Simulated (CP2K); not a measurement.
Two runs for the N K edge of ammonium tetrahydrate. Run A: CP2K XAS_TDP, all-electron GAPW, PBEh(45%), aug-cc-pVDZ, TDA, no relativity. Run B differs in one setting.

First lines with a strength over 0.0015. A:

```csv
atom,energy (eV),states,"strength, one atom"
"N1 (bonded to 4 H, gives 4 H bonds)",401.11,1,0.0125
,401.14,2,0.0246
,403.33,1,0.0264
,403.36,1,0.0271
,403.41,1,0.0268
```

B:

```csv
atom,energy (eV),states,"strength, one atom"
"N1 (bonded to 4 H, gives 4 H bonds)",406.92,1,0.0324
,406.94,1,0.0327
,406.97,1,0.0314
,408.23,1,0.0047
,408.24,1,0.0046
```

Q: Which was it: scalar relativity switched on, GW2X switched on, the functional, the basis?

The functional (functional from PBEh(45%) to PBEh(60%); the lines alone don't name the new value). A functional moves all lines by electronvolts and changes their spacings and strengths. Against PBEh(45%) in aug-cc-pVDZ, the leading line moves by +5.81 eV, to 406.92 eV; the strength of N1's goes from 0.0125 to 0.0324, so the two may not be the same state.

[Banner, clock and machine lines of the logs are left out without a mark of their own.]

[Logs are printed without paths, hosts, clocks, repeated set-up lines and the standing remarks that a program may print on its own settings, such as how far it seeks lower states.]

[Hosts, paths, dates, database ids (printed as entryN), source tags and the programs' standing remarks are cut or masked in the printed files.]
